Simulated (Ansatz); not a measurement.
# AlNi (Pm-3m): thermal expansion from first principles, part 2 of 3

Aim: the lattice, expansion, heat capacity and bulk modulus of AlNi as it warms.

What experiment has found for this phase:
- heat capacity C_P per formula unit 45.9 J/mol/K near room temperature (given in “High-Throughput Prediction of Finite-Temperature Properties using the Quasi-Harmonic Approximation”, 2016, arXiv:1603.06924)

Ansatz 0.2.0; DFT PBEsol, scalar-relativistic, plane waves, PAW.

So far. Step 4 (Tight relaxation): The residual pressure is -1.7e-4 GPa, small enough for phonons. Step 5 (Relaxing at another setting): The residual pressure is -0.0036 GPa, small enough for phonons. The relaxed cell has a = 2.862 Å (conventional setting).

The database entry behind the starting cell differs from later determinations by our own check (about 0.2 % short), so it need not match the best structure at ambient conditions.

### 6. Phonons on strained cells

Thermal expansion follows from how the free energy of the vibrations (and of the electrons in a metal) changes with strain, so the program makes strained cells, their phonons and a fit in one run.

The input, input.yaml:

```yaml
crystal:
  lattice:
    - [2.862022471, 0.0, 0.0]
    - [0.0, 2.862022471, 0.0]
    - [0.0, 0.0, 2.862022471]
  atoms:
    - { symbol: Al, position: [0.0, 0.0, 0.0] }
    - { symbol: Ni, position: [0.5, 0.5, 0.5] }
kpoints:
  mp_grid: { grid: [16, 16, 16] }
hamiltonian:
  xc: pbesol
scf:
  occupations: { method: methfessel_paxton, width: 0.2 }
  lower_state_search: "off"
output:
  eigenvalues: true
basis:
  ecutwfc: 550.0
phonons:
  method: dfpt
  qmesh: [4, 4, 4]
  temperatures: { t_max: 900.0, t_step: 50 }
  thermal_expansion: {}
```

Launch:

```console
$ ansatz run input.yaml --threads 8 --pin off --max-ram 16384MiB --backend cpu --events-out ev --progress --plain --runs-dir out
```

Numbers of over 12 decimals in the logs are rounded to 6 here.

The log of the run:

```text
[...]
Crystal: 2 atoms, lattice volume = 23.443 Å³
Basis set: ecut = 550 eV, 691 PW (Γ), exchange–correlation on 48×48×48 points (8 copies of the dense FFT grid, shifted against one another)
Bands: 15, of which v1, the nominal top of the filled ones, is band 11 counted from 1 (10 counted from 0)
Symmetry: 48 space group operations
[...]
k-points: 165 of 4096
[...]
SCF iter   1: F=—  HF=-6330.872792 eV  |F-HF|=—  |Δ(HF+E_count)|=         —  Δρ=1.86e-2  dr2=4.66e-2  ethr=1.77e-3  ⟨swp⟩=4.2  Hψ=11147  notcnv=0
[...]
SCF iter   7: F=-6330.865685 eV  HF=-6330.865685 eV  |F-HF|=0.00e0  |Δ(HF+E_count)|=  3.55e-11  S|Δr|=    0.00e0  Δρ=3.42e-8  dr2=1.25e-13  ethr=1.00e-12  ⟨swp⟩=4.8  Hψ=11769  notcnv=0
SCF 1 converged in 7 iterations: F = -6330.865685 eV  dr2 = 1.25e-13
[...]
relax step   1: F+E_penalty+E_count = -6330.86568540 eV  Δ(F+E_penalty+E_count) = +0.000e0 eV  max|allowed force component| = 2.183e-29 eV/Å  Δτ_max = 0.0000 Å  (7 SCF iters, accepted)
SCF converged after 7 iterations
[...]
Free energy (F): -6330.865685 eV
[...]
Internal energy: -6330.866767 eV  (E = F + TS)
E sigma→0 (E₀):  -6330.865956 eV
Entropy (-TS):   0.001082 eV (0.541 meV/atom)
Fermi energy:    14.190313 eV
[...]
--- Stress (GPa, compression-positive) ---
       -0.003606       0.000000      -0.000000
        0.000000      -0.003606       0.000000
        0.000000       0.000000      -0.003606
  P = ⅓ Tr σ = -0.0036 GPa (-0.036 kbar)
--- Band table (eV; the first three rows and the last of 165) ---
  k-point 0: bands = [... 7 lower, 12.6229, 12.6229, 12.6229, 19.7463, 19.7463, 19.7463, 22.3713, 22.3713]
  k-point 1: bands = [... 7 lower, 12.5901, 12.5901, 12.6264, 18.9493, 19.8430, 19.8430, 22.3738, 23.0971]
  k-point 2: bands = [... 7 lower, 12.4995, 12.4995, 12.6364, 17.5585, 20.1258, 20.1258, 22.3813, 24.2430]
  k-point 164: bands = [... 7 lower, 13.2004, 13.2004, 16.1223, 16.1223, 16.1223, 18.0741, 18.7614, 18.7614]
── thermal expansion: 3 new cells, 3 in all ──
thermal expansion: relaxation of cell 2
thermal expansion: relaxation of cell 3
── thermal expansion: 2 new cells, 5 in all ──
thermal expansion: relaxation of cell 4
thermal expansion: electrons of cell 4
thermal expansion: phonons of cell 4
thermal expansion: relaxation of cell 5
thermal expansion: electrons of cell 1
thermal expansion: electrons of cell 2
thermal expansion: electrons of cell 3
thermal expansion: electrons of cell 5
thermal expansion: phonons of cell 5
── thermal expansion: 5 new cells, 10 in all ──
thermal expansion: relaxation of cell 6
thermal expansion: relaxation of cell 7
thermal expansion: relaxation of cell 8
thermal expansion: relaxation of cell 9
thermal expansion: relaxation of cell 10
thermal expansion: electrons of cell 6
thermal expansion: electrons of cell 7
thermal expansion: electrons of cell 8
thermal expansion: electrons of cell 9
thermal expansion: electrons of cell 10
thermal expansion: phonons of cell 6
WARN: thermal expansion, phonons of cell 6: eigensolver did not converge (k=43): 1 band(s) unlocked after 20 sweeps at ethr=1.00e-12 eV (lowest unlocked band 14, counted from 0; max residual 2.47e-6 eV among the unlocked bands, 3.28e-6 eV over every band)
thermal expansion: phonons of cell 7
WARN: thermal expansion: eigensolver_not_converged in the phonons of 1 cell: 6
--- Relaxed structure (1 steps of the walk, 1 accepted, 0 SCFs on fresh bases) ---
  F+E_penalty+E_count = -6330.86568540 eV   max|allowed force component| = 2.183e-29 eV/Å
  atoms:
    - { symbol: Al, position: [0.0, 0.0, 0.0] }
    - { symbol: Ni, position: [0.5, 0.5, 0.5] }
--- Thermal expansion: 10 cells in 3 rounds, 0 GPa ---
  no lower state was looked for at cell 4: scf.lower_state_search: off
  without vibrations: a 2.86201, b 2.86201, c 2.86201 Å, V 23.4431 Å³, B 173.24 GPa
  at 0 K: a 2.86823, b 2.86823, c 2.86823 Å, V 23.5961 Å³, B 169.99 GPa
  zero-point expansion: a +0.217, b +0.217, c +0.217, V +0.653 %
      T/K        a/Å        b/Å        c/Å       V/Å³ | expansion of a, b, c, V (1e-6/K)   | that of V in the mean from 25 °C | C_P, C_V (J/mol K of the cell) | B_T, B_S (GPa)
     0.00    2.86823    2.86823    2.86823    23.5961 |    0.00    0.00    0.00    0.00 |   23.59 |     0.000     0.000 |   169.99   169.99
   100.00    2.86895    2.86895    2.86895    23.6140 |    6.55    6.55    6.55   19.64 |   31.69 |    23.555    23.462 |   168.89   169.56
   200.00    2.87159    2.87159    2.87159    23.6792 |   11.05   11.05   11.05   33.16 |   36.03 |    40.235    39.715 |   165.89   168.07
   298.15    2.87498    2.87498    2.87498    23.7632 |   12.79   12.79   12.79   38.37 |       - |    46.240    45.219 |   162.51   166.18
   350.00    2.87693    2.87693    2.87693    23.8116 |   13.35   13.35   13.35   40.05 |   39.28 |    47.983    46.690 |   160.65   165.10
   450.00    2.88090    2.88090    2.88090    23.9102 |   14.16   14.16   14.16   42.47 |   40.74 |    50.232    48.397 |   156.96   162.91
   550.00    2.88508    2.88508    2.88508    24.0144 |   14.82   14.82   14.82   44.46 |   41.97 |    51.806    49.398 |   153.14   160.60
   650.00    2.88945    2.88945    2.88945    24.1237 |   15.44   15.44   15.44   46.31 |   43.11 |    53.101    50.080 |   149.21   158.21
   750.00    2.89400    2.89400    2.89400    24.2379 |   16.05   16.05   16.05   48.16 |   44.20 |    54.289    50.603 |   145.15   155.72
   850.00    2.89874    2.89874    2.89874    24.3572 |   16.70   16.70   16.70   50.10 |   45.29 |    55.451    51.040 |   140.97   153.15
   900.00    2.90119    2.90119    2.90119    24.4189 |   17.04   17.04   17.04   51.11 |   45.85 |    56.038    51.238 |   138.83   151.83
  the static fit leaves 0.001 meV an atom of the energies and, of the stresses, 0.000 GPa of each cell's largest along a strain (root mean squares over the cells), whose Pulay part it has at -0.011 GPa
  vibrations' free energy: its fit passes through its cells
  the electrons' free energy at temperature is in it; its fit leaves 0.0001 meV an atom at the most
  free energies summed between the sampled wave vectors
  estimated error of the fitted expansion in any direction: up to 0.022e-6/K, at 900 K, with few degrees of freedom (an estimate, not a bound: it was exceeded on models of known expansion)
  by sums over the sampled wave vectors an expansion of the volume parts by up to 0.12e-6/K
  by a static energy of one degree less an expansion of the volume parts by up to 0.06e-6/K
  eigensolver_not_converged in the phonons of 1 cell: 6
```

Wall time 20 min (8 threads of Arm Neoverse V2, shared host); peak memory 2.9 GiB.

Numbers from this step:

* pressure: -0.003606 GPa
* volume expansion coefficient at 298 K: 38.37 1e-6/K
* C_P at 298 K: 23.12 J/mol-atom/K
* entropy at 298 K: 26.57 J/mol-atom/K
* isothermal bulk modulus at 298 K: 162.5 GPa
* Grüneisen parameter at 298 K: 1.973
* volume at 298 K: 11.88 Å³/atom
* principal linear expansion coefficients at 298 K: 12.79, 12.79, 12.79 1e-6/K

Strained cells of the study; zero-point energy where phonons were solved; the pressures are stresses at a fixed cutoff and can carry an offset from the finite basis. Expansion cells, by row:

```tsv
cell	|a| (Å)	|b| (Å)	|c| (Å)	V (Å³/atom)	E - E_lowest (meV/atom)	pressure, compression positive (GPa)	gap (eV)	zero-point energy (meV/atom)
1	2.862	2.862	2.862	11.72	0	-0.015	-	-
2	2.885	2.885	2.885	12.01	3.561	-3.947	-	-
3	2.839	2.839	2.839	11.44	3.683	4.346	-	-
4	2.862	2.862	2.862	11.72	0	-0.05	-	43.38
5	2.877	2.877	2.877	11.9	1.444	-2.557	-	42.16
6	2.896	2.896	2.896	12.15	7.935	-5.762	-	40.48
7	2.914	2.914	2.914	12.37	17.54	-8.292	-	39.04
8	2.834	2.834	2.834	11.38	5.722	5.476	-	-
9	2.848	2.848	2.848	11.55	1.393	2.625	-	-
10	2.937	2.937	2.937	12.67	35.94	-11.37	-	-
```

Quasi-harmonic; a, b, c are the run's own cell vectors. Expansion, by row:

```tsv
T (K)	a (Å)	b (Å)	c (Å)	alpha (deg)	beta (deg)	gamma (deg)	cell volume (Å³/cell)	alpha_a (1e-6/K)	alpha_b (1e-6/K)	alpha_c (1e-6/K)	alpha_V (1e-6/K)	C_P (J/mol-atom/K)	C_V (J/mol-atom/K)	S (J/mol-atom/K)	B_T (GPa)	B_S (GPa)	Grueneisen	extrapolation	fit error (1e-6/K)
0	2.868	2.868	2.868	90	90	90	23.6	0	0	0	0	0	0	0	170	170	-	0	0
50	2.868	2.868	2.868	90	90	90	23.6	2.2	2.2	2.2	6.59	3.917	3.915	1.436	169.8	169.9	2.031	0	0
100	2.869	2.869	2.869	90	90	90	23.61	6.55	6.55	6.55	19.64	11.78	11.73	6.666	168.9	169.6	2.01	0	0
150	2.87	2.87	2.87	90	90	90	23.64	9.38	9.38	9.38	28.14	17.05	16.91	12.53	167.5	168.9	1.985	0	0
200	2.872	2.872	2.872	90	90	90	23.68	11.05	11.05	11.05	33.16	20.12	19.86	17.89	165.9	168.1	1.975	0	0.01
250	2.873	2.873	2.873	90	90	90	23.72	12.1	12.1	12.1	36.3	21.96	21.58	22.6	164.2	167.1	1.973	0	0.01
298.1	2.875	2.875	2.875	90	90	90	23.76	12.79	12.79	12.79	38.37	23.12	22.61	26.57	162.5	166.2	1.973	0	0.01
300	2.875	2.875	2.875	90	90	90	23.76	12.81	12.81	12.81	38.44	23.16	22.64	26.71	162.4	166.1	1.973	0	0.01
350	2.877	2.877	2.877	90	90	90	23.81	13.35	13.35	13.35	40.05	23.99	23.34	30.35	160.7	165.1	1.976	0	0.01
400	2.879	2.879	2.879	90	90	90	23.86	13.78	13.78	13.78	41.35	24.62	23.84	33.6	158.8	164	1.979	0	0.01
450	2.881	2.881	2.881	90	90	90	23.91	14.16	14.16	14.16	42.47	25.12	24.2	36.53	157	162.9	1.983	0	0.01
500	2.883	2.883	2.883	90	90	90	23.96	14.5	14.5	14.5	43.5	25.54	24.48	39.19	155.1	161.8	1.988	0	0.01
550	2.885	2.885	2.885	90	90	90	24.01	14.82	14.82	14.82	44.46	25.9	24.7	41.65	153.1	160.6	1.993	0	0.01
600	2.887	2.887	2.887	90	90	90	24.07	15.13	15.13	15.13	45.39	26.24	24.88	43.91	151.2	159.4	1.999	0	0.01
650	2.889	2.889	2.889	90	90	90	24.12	15.44	15.44	15.44	46.31	26.55	25.04	46.03	149.2	158.2	2.004	0	0.01
700	2.892	2.892	2.892	90	90	90	24.18	15.74	15.74	15.74	47.23	26.85	25.18	48.01	147.2	157	2.01	0	0.02
750	2.894	2.894	2.894	90	90	90	24.24	16.05	16.05	16.05	48.16	27.14	25.3	49.87	145.2	155.7	2.016	0	0.02
800	2.896	2.896	2.896	90	90	90	24.3	16.37	16.37	16.37	49.11	27.43	25.41	51.63	143.1	154.4	2.023	0	0.01
850	2.899	2.899	2.899	90	90	90	24.36	16.7	16.7	16.7	50.1	27.73	25.52	53.3	141	153.2	2.03	0	0.01
900	2.901	2.901	2.901	90	90	90	24.42	17.04	17.04	17.04	51.11	28.02	25.62	54.89	138.8	151.8	2.037	0	0.02
```

The expansion coefficient by temperature; values in 1e-6/K:

```tsv
temperature (K)	volume	principal 1
0	0	0
50	6.59	2.2
100	19.6	6.55
150	28.1	9.38
200	33.2	11.1
250	36.3	12.1
298	38.4	12.8
300	38.4	12.8
350	40.0	13.3
400	41.4	13.8
450	42.5	14.2
500	43.5	14.5
550	44.5	14.8
600	45.4	15.1
650	46.3	15.4
700	47.2	15.7
750	48.2	16.1
800	49.1	16.4
850	50.1	16.7
900	51.1	17.0
```

At 298 K the volume expansion is 38.4 × 10⁻⁶/K and B_T is 163 GPa.

### 7. Phonons on strained cells, cutoff 487.2 eV, k-mesh 24×24×24

Thermal expansion follows from how the free energy of the vibrations (and of the electrons in a metal) changes with strain, so the program makes strained cells, their phonons and a fit in one run.

input.yaml: that of step 6 with these lines changed.

```diff
@@ -9,3 +9,3 @@
 kpoints:
-  mp_grid: { grid: [16, 16, 16] }
+  mp_grid: { grid: [24, 24, 24] }
 hamiltonian:
@@ -17,4 +17,2 @@
   eigenvalues: true
-basis:
-  ecutwfc: 550.0
 phonons:
```

The log of the run:

```text
The last accepted step is kept in <dir> (removed where the run ends without a failure and the disk answers)
Engine: ansatz 0.2.0, aarch64-unknown-linux-gnu
Pseudopotentials: kind: paw
Pseudopotential: Al, paw, valence charge 3, recommended cutoff 420 eV (normal), Al.paw.azcp
Pseudopotential: Ni, paw, valence charge 18, recommended cutoff 420 eV (normal), Ni.paw.azcp
Functional definition: PBEsol
  exchange = pbesol_x
  correlation = pbesol_c
Crystal: 2 atoms, lattice volume = 23.443 Å³
Basis set: ecut = 487.2 eV, 587 PW (Γ), exchange–correlation on 48×48×48 points (8 copies of the dense FFT grid, shifted against one another)
Bands: 15, of which v1, the nominal top of the filled ones, is band 11 counted from 1 (10 counted from 0)
Symmetry: 48 space group operations
Space group: Pm-3m (ITA 221), of the structure as read, at distance tolerance 2.9e-5 Å
k-points: 455 of 13824
Non-local potential: Al, projectors of the file, l = 0: 2, l = 1: 2, l = 2: 1
Non-local potential: Ni, projectors of the file, l = 0: 3, l = 1: 2, l = 2: 3, l = 3: 1
PAW form: soft (Blöchl's): semilocal exchange-correlation on the pseudo side does not see the compensation charge
PAW frozen core: Al, regenerated for the run's functional, and the local potential with it (the file was generated under x = pbe(κ = 0.804, μ = 0.219515), c = pbe(β = 0.066725))
PAW frozen core: Ni, regenerated for the run's functional, and the local potential with it (the file was generated under x = pbe(κ = 0.804, μ = 0.219515), c = pbe(β = 0.066725))
PAW one-centre angular grid: Al, 110 points (default); XC on 64 Gauss nodes
PAW one-centre angular grid: Ni, 590 points (default); XC on 64 Gauss nodes
Initial density: superposition of atomic densities (neutral atoms: chi_scale 0, normalization atom), corrected by the library's trained network
Initial wavefunctions: pseudopotential atomic-orbital guess
Functional: x = pbesol(κ = 0.804, μ = 0.123457), c = pbesol(β = 0.046)
SCF iter   1: F=—  HF=-6330.871652 eV  |F-HF|=—  |Δ(HF+E_count)|=         —  Δρ=1.88e-2  dr2=4.78e-2  ethr=1.77e-3  ⟨swp⟩=4.2  Hψ=30515  notcnv=0
preconditioner: auto → none  [metal: Δε(μ)=0.011 eV  Ē_g=9.756 eV  σ=0.200 eV  W_gap=0.05  n_scr=6 (ndim 8)  ℏωp=27.7 eV  f_vac=0.000  D(μ)=0.82/eV (n_scr^D=6)  sad-step TF]
SCF iter   2: F=—  HF=-6330.865351 eV  |F-HF|=—  |Δ(HF+E_count)|=   6.30e-3  S|Δr|=    0.00e0  Δρ=5.97e-3  dr2=5.47e-3  ethr=2.27e-4  ⟨swp⟩=1.6  Hψ=10874  notcnv=0  defer=14
SCF iter   3: F=—  HF=-6330.864723 eV  |F-HF|=—  |Δ(HF+E_count)|=   6.28e-4  S|Δr|=    0.00e0  Δρ=9.72e-4  dr2=1.57e-4  ethr=2.61e-5  ⟨swp⟩=1.2  Hψ=6887  notcnv=0  defer=23
[...]
--- Per-component energies (eV) ---
  E_band       = -331.514711
  E_kinetic    = 312.169515
  E_local      = -4418.892327  (includes V_loc(G=0)·N_el)
  E_nonlocal   = 648.891615
  E_hartree    = 1900.337328
  E_xc         = -125.919759
  E_vxc        = -141.157500  (∫ρ·V_xc dr)
  E_paw        = -2052.962111  (= ΣΔE_a)
  E_vpaw       = -533.200931  (= ΣTr[D̂ρ^β])
  E_aug_tail   = 0.000209  (compensation charges beyond the density's cutoff)
  E_ewald      = -2594.706048
  E_core_change = 0.216428  (= ΣΔE_core)
  E_smearing   = 0.000450  (= −TS)
  E_closure    = 0.000000  (closes the sum)
  Σ components = -6330.864700   (vs F -6330.864700, Δ=0.00e0)
--- Forces (eV/Å), atoms counted from 1 ---
  atom   1  Al    -0.00000000    -0.00000000     0.00000000
  atom   2  Ni     0.00000000     0.00000000     0.00000000
  max |Σ_I F_I| component: 4.06e-29 eV/Å
--- Stress (GPa, compression-positive) ---
        0.009873      -0.000000       0.000000
        0.000000       0.009873       0.000000
        0.000000       0.000000       0.009873
  P = ⅓ Tr σ = 0.0099 GPa (0.099 kbar)
--- Band table (eV; the first three rows and the last of 455) ---
  k-point 0: bands = [... 7 lower, 12.6216, 12.6216, 12.6216, 19.7467, 19.7467, 19.7467, 22.3715, 22.3715]
  k-point 1: bands = [... 7 lower, 12.6069, 12.6069, 12.6232, 19.3445, 19.7899, 19.7899, 22.3726, 22.7430]
  k-point 2: bands = [... 7 lower, 12.5643, 12.5643, 12.6278, 18.5029, 19.9178, 19.9178, 22.3760, 23.4838]
  k-point 454: bands = [... 7 lower, 13.1988, 13.1988, 16.1225, 16.1225, 16.1225, 18.0748, 18.7613, 18.7613]
── thermal expansion: 3 new cells, 3 in all ──
thermal expansion: relaxation of cell 2
thermal expansion: relaxation of cell 3
── thermal expansion: 2 new cells, 5 in all ──
thermal expansion: relaxation of cell 4
thermal expansion: electrons of cell 4
thermal expansion: phonons of cell 4
WARN: thermal expansion, phonons of cell 4: eigensolver did not converge (k=88): 1 band(s) unlocked after 20 sweeps at ethr=1.00e-12 eV (lowest unlocked band 14, counted from 0; max residual 1.18e-4 eV among the unlocked bands, 1.18e-4 eV over every band)
thermal expansion: relaxation of cell 5
thermal expansion: electrons of cell 1
thermal expansion: electrons of cell 2
thermal expansion: electrons of cell 3
thermal expansion: electrons of cell 5
thermal expansion: phonons of cell 5
WARN: thermal expansion, phonons of cell 5: eigensolver did not converge (k=88): 1 band(s) unlocked after 20 sweeps at ethr=1.00e-12 eV (lowest unlocked band 14, counted from 0; max residual 4.21e-5 eV among the unlocked bands, 4.21e-5 eV over every band)
WARN: thermal expansion: eigensolver_not_converged in the phonons of 2 cells: 4, 5
this run last wrote the structure of step 1 to <dir>
--- Relaxed structure (1 steps of the walk, 1 accepted, 0 SCFs on fresh bases) ---
  F+E_penalty+E_count = -6330.86469960 eV   max|allowed force component| = 2.179e-29 eV/Å
  atoms:
    - { symbol: Al, position: [0.0, 0.0, 0.0] }
    - { symbol: Ni, position: [0.5, 0.5, 0.5] }
--- Thermal expansion: 5 cells in 2 rounds, 0 GPa ---
  no lower state was looked for at cell 4: scf.lower_state_search: off
  not told: in the phonons of cell 5: cancelled by the caller ahead of an NSCF pass
  eigensolver_not_converged in the phonons of 2 cells: 4, 5
Error: SIGTERM received: cancelled by the caller ahead of an NSCF pass
[key lines of the parts left out:]
SCF converged after 7 iterations
Free energy (F): -6330.864700 eV
Fermi energy:    14.188489 eV
```

Wall time 24 min (8 threads); peak memory 7.5 GiB.

The run was cut off at its time limit.

The program's message: “cancelled by the caller ahead of an NSCF pass”

(Part 2 of 3 ends here.)

[Logs are printed without paths, hosts, clocks, repeated set-up lines and the standing remarks that a program may print on its own settings, such as how far it seeks lower states.]

[Hosts, paths, dates, database ids (printed as entryN), source tags and the programs' standing remarks are cut or masked in the printed files.]

[A step with changed settings may run another functional than the one named; its input shows which.]
